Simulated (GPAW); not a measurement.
# TaN: optical spectrum from first principles, part 2 of 2

Aim: the dielectric function of TaN, and the optical constants that follow from it.

GPAW 26.7.0; DFT, PBE, plane-wave PAW (GPAW data sets), scalar-relativistic, RPA, optical limit.

So far. Step 2 (Ground state): There are states at the Fermi level within the smearing, so the occupations stay smeared and the carriers get a Drude term.

## (4) Dielectric function, RPA (continued)

Some rows of df_x.csv (energy; Re and Im without local fields; Re and Im with them):

```text
0.000000, 38333.708562, 0.000000, 38333.684211, 0.000000
0.619237, -292.932230, 98.196247, -293.018771, 98.220421
1.279498, -66.940919, 15.641441, -67.007830, 15.652996
1.984998, -26.543021, 6.742535, -26.625995, 6.752101
2.740552, -11.525586, 3.450787, -11.619929, 3.463638
3.551683, -3.858740, 2.571870, -3.951740, 2.572870
4.424758, 0.441665, 3.444557, 0.340971, 3.433860
5.367152, 2.416447, 4.266572, 2.331269, 4.235339
6.387465, 3.118534, 5.737877, 3.071896, 5.716228
7.495775, 2.217337, 6.058959, 2.111414, 6.073353
8.703980, 0.665748, 7.085343, 0.569740, 7.100438
10.026223, -0.485137, 6.386494, -0.621506, 6.441867
11.479449, -1.336878, 5.376090, -1.617912, 5.297482
13.084136, -2.636620, 2.436194, -2.742201, 2.319877
14.865263, -1.402643, 1.589455, -1.466706, 1.487622
16.853625, -0.236926, 1.287335, -0.337199, 1.116164
19.087623, -0.179711, 1.113312, -0.189284, 1.017068
21.615770, -0.157077, 1.150563, -0.103986, 1.165675
24.500258, 0.043456, 0.489054, -0.051235, 0.483226
27.822136, 0.383104, 0.559890, 0.286474, 0.497178
31.689054, 0.600470, 0.423225, 0.606865, 0.363655
```

Sum at mesh points, not converged in k. The Im ε, E ∥ x by photon energy; read off at these points:

```csv
photon energy (eV),"Im ε, E ∥ x"
1,26.2
2,6.63
3,2.93
4,2.70
5,3.73
6,4.87
7,6.07
8,6.99
9,6.46
10,6.48
11,5.61
12,5.12
13,2.47
14,1.73
15,1.33
16,1.17
17,1.16
18,1.22
19,1.04
20,0.936
21,1.20
22,1.09
23,0.905
24,0.598
25,0.425
26,0.403
27,0.493
28,0.447
29,0.363
30,0.381
31,0.317
32,0.355
33,0.273
34,0.230
35,0.236
36,0.366
```

Values under 1 per cm are given as 1; sum at mesh points, not converged in k. The absorption coefficient, E ∥ x by photon energy:

```csv
photon energy (eV),"absorption coefficient, E ∥ x (1/cm)"
1.01,1.1e6
1.99,1.0e6
3.02,8.9e5
3.98,5.9e5
4.98,5.7e5
6.02,7.1e5
6.99,1.0e6
8.03,1.3e6
9.02,1.6e6
10.03,1.9e6
11.03,2.1e6
12.02,2.5e6
13.00,2.4e6
14.04,2.0e6
14.96,1.9e6
16.03,1.7e6
16.96,1.5e6
18.05,1.6e6
18.97,1.5e6
20.06,1.3e6
20.95,1.6e6
22.02,1.7e6
23.01,1.8e6
24.04,1.5e6
24.97,1.1e6
25.94,8.7e5
26.95,8.6e5
28.00,9.8e5
28.92,7.4e5
30.07,7.8e5
31.07,6.3e5
31.90,7.3e5
32.98,5.7e5
34.10,4.5e5
35.03,4.4e5
36.00,6.5e5
```

Sum at mesh points, not converged in k. Table of Im ε, E ∥ x by photon energy; read off at these points:

```csv
photon energy (eV),without local fields,with local fields
1,26.2,26.2
2,6.62,6.63
3,2.92,2.93
4,2.69,2.70
5,3.76,3.73
6,4.90,4.87
7,6.03,6.07
8,6.98,6.99
9,6.44,6.46
10,6.43,6.48
11,5.59,5.61
12,5.29,5.12
13,2.58,2.47
14,1.83,1.73
15,1.42,1.33
16,1.26,1.17
17,1.34,1.16
18,1.34,1.22
19,1.14,1.04
20,1.07,0.936
21,1.24,1.20
22,1.07,1.09
23,0.859,0.905
24,0.585,0.598
25,0.441,0.425
26,0.451,0.403
27,0.571,0.493
28,0.511,0.447
29,0.433,0.363
30,0.450,0.381
31,0.438,0.317
32,0.334,0.355
33,0.253,0.273
34,0.207,0.230
35,0.225,0.236
36,0.652,0.366
```

The loss function −Im 1/ε at q → 0, E ∥ x has structure finer than the step of the table below, so its rows give means over 1 eV, whole bins alone (the curve runs from 0.305 to 36 eV). Peaks (eV: height): 19.8: 1.10, 25.1: 2.32, 28.0: 1.54.

Sum at mesh points, not converged in k. Table of loss function −Im 1/ε at q → 0, E ∥ x by energy loss; means over each step:

```csv
energy loss (eV),"loss function −Im 1/ε at q → 0, E ∥ x"
1,0.00227
2,0.0101
3,0.0446
4,0.256
5,0.227
6,0.151
7,0.141
8,0.139
9,0.147
10,0.157
11,0.169
12,0.158
13,0.181
14,0.305
15,0.402
16,0.602
17,0.793
18,0.788
19,0.936
20,0.982
21,0.815
22,0.892
23,1.04
24,1.60
25,2.21
26,1.72
27,1.19
28,1.45
29,1.13
30,1.01
31,0.771
32,0.730
33,0.577
34,0.387
35,0.286
```

Sum at mesh points, not converged in k. The reflectivity at normal incidence, E ∥ x by photon energy; read off at these points:

photon energy (eV), reflectivity at normal incidence, E ∥ x (%) and a bar:
```
      1.0       95.9 ##############################
      2.0       91.2 #############################
      3.0       81.9 ##########################
      4.0       35.3 ###########
      5.0       20.4 ######
      6.0       23.4 #######
      7.0       28.2 #########
      8.0       31.7 ##########
      9.0       33.2 ##########
     10.0       37.0 ###########
     11.0       38.0 ############
     12.0       46.8 ###############
     13.0       56.0 #################
     14.0       47.3 ###############
     14.9       46.9 ###############
     15.0       45.9 ##############
     16.0       34.8 ###########
     17.0       24.2 #######
     18.0       24.9 ########
     19.0       22.2 #######
     20.0       13.6 ####
     21.0       16.8 #####
     22.0       19.0 ######
     23.0       25.2 ########
     23.4       26.0 ########
     24.0       25.1 ########
     25.0       17.9 #####
     26.0        9.5 ###
     27.0        5.3 ##
     28.0        8.6 ###
     29.0        4.8 #
     30.0        4.6 #
     31.0        2.8 #
     32.0        2.7 #
     33.0        1.9 
     34.0        1.0 
     35.0        0.5 
     36.0        0.8
```

From ε follow the optical constants at some laser and lamp lines:

```csv
wavelength (nm),n,k,R (%),1/α
1550,1.74,13.511,96.3,9.1 nm
1064,1.02,9.106,95.3,9.3 nm
633,0.66,5.282,91.4,9.5 nm
450,0.50,3.416,85.6,10 nm
365,0.58,2.299,70.4,13 nm
308,0.97,1.404,33.8,17 nm
248,1.66,1.127,20.4,18 nm
```

A polished face would reflect 89 % of daylight and look near white (CIE x = 0.318, y = 0.334 under D65).

## (5) Outcome

```json
{
 "centre of weight of the strongest loss peak in the window, first axis": "25.5 eV"
}
```

**Reading.** At this level (PBE, RPA) TaN is a metal. The mesh is too coarse to trust the carriers' weight, the reflectivity or the colour to better than tens of per cent. A polished face would reflect 89 % of daylight and look near white (CIE x = 0.318, y = 0.334 under D65). The carriers' damping of 0.05 eV is typed, not computed; it shapes the response at the lowest energies. Spin-orbit coupling is left out although heavy atoms are present. In this version of GPAW the matrix elements of the optical limit are incomplete, which can lower ε − 1 by up to a tenth where first-row anions or d states rule, and shift it by more in d metals. GPAW's carrier term has the form −ωp²/(ω + i·rate)², which damps like twice the rate and fails at low energy, so the curves leave the lowest energies out. The sum runs over mesh points 0.14 Å⁻¹ apart with no interpolation, so peaks are partly noise of the mesh, and the Drude plasma energy, a sum over the Fermi surface, isn't converged.

[Machine, clock and banner lines and Python warnings are left out of the logs.]

[Logs are printed without paths, hosts, clocks, repeated set-up lines and the standing remarks that a program may print on its own settings, such as how far it seeks lower states.]

[Hosts, paths, dates, database ids (printed as entryN), source tags and the programs' standing remarks are cut or masked in the printed files.]
